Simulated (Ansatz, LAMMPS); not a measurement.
# Static equation of state of amorphous polyisobutylene (as short chains C10H22), from a frame at 250 K, (128 atoms)

Density of this cell: 0.881 g/cm³. The cell holds 128 atoms: 40 C and 88 H. Cell: a = 10.067 Å, b = 10.286 Å, c = 10.367 Å, α = 90.1°, β = 90.9°, γ = 89.1°. The starting structure: 4 polyisobutylene chains of 2 units with methyl end groups placed at random, at 0.886 g/cm³; overlaps pushed apart, then 20 ps at 800 K with MMFF94 bonds, angles, torsions, charges and radii (Halgren, J. Comput. Chem. 17, 490 (1996)) in harmonic and 12-6 forms. Snapshot after 30 ps at 250 K and fixed volume.

Calculated with Ansatz 0.2.0: Kohn-Sham DFT, PBE+D4, PAW (set soft_2), plane waves; cutoff 420 eV, Γ point, fixed occupations. Cell and atoms were relaxed first, to V0 = 8.3850 Å³ an atom at a residual P0 = -0.014 GPa. The cell was then scaled evenly, and the atoms were relaxed at each volume.

| volume (Å³/atom) | pressure (GPa) |
| --- | --- |
| 7.5465 | 0.8042 |
| 7.8819 | ? |
| 8.1334 | 0.1630 |
| 8.6365 | -0.1016 |
| 8.8881 | -0.2296 |

Task: Fit the third-order Birch–Murnaghan equation to the rows given and interpolate to the withheld row.

Worked fit:

Take the Eulerian strain f = ½[(V0/V)^(2/3) − 1] and the normalised pressure F = (P − P0) / [3f(1 + 2f)^(5/2)]. The third-order Birch–Murnaghan equation is then the line F = B0 + (3/2)B0(B′ − 4) f, so u = f and v = F.

| u = f | v = F (GPa) |
| --- | --- |
| 0.0363827 | 6.28682 |
| 0.0102570 | 5.45976 |
| -0.00975649 | 3.15336 |
| -0.0190503 | 4.16213 |

With n = 4: mean u = 0.00445824, mean v = 4.76552, Σ(u − ū)² = 0.0018075, Σ(u − ū)(v − v̄) = 0.089694. Slope b = 0.089694 / 0.0018075 = 49.623; intercept a = v̄ − b ū = 4.5443.

So B0 = a = 4.54 GPa and B′ = 4 + 2b/(3a) = 11.3. At the withheld volume f = 0.02106, F = a + b f = 5.589 GPa, and P = P0 + 3f(1 + 2f)^(5/2) F.

Prediction at 7.8819: 0.3777 GPa. The run gave 0.3894 GPa, so the fit is low by 0.012 GPa (3.0 % of the value).

The series isn't one smooth equation of state: even a line fitted to all rows, the withheld one included, misses F by up to 29.2 %. B0 and B′ are then only the numbers of this fit, not moduli of the material. Among the rows given, the largest miss of the fit is at 8.8881, by 0.029 GPa (2.8 % of the range of the table).

Limits: Static cells at zero temperature; the cell shape is held. The program notes that the SCF threshold of these relaxations is loose for the stress. The network of contacts between molecules at the start is that of the classical potential that made the cell, and needn't be the one that DFT or experiment would give. Only the Γ point is sampled, in a cell whose shortest periodic width is 10 Å.

[Hosts, paths, dates, database ids (printed as entryN), source tags and the programs' standing remarks are cut or masked in the printed files.]

[The MMFF94 radii named for the starting cell were scaled by 0.96; in molecules described by MMFF94, hydrogen bound to N, O or S took a small fixed 12-6 site in their place.]
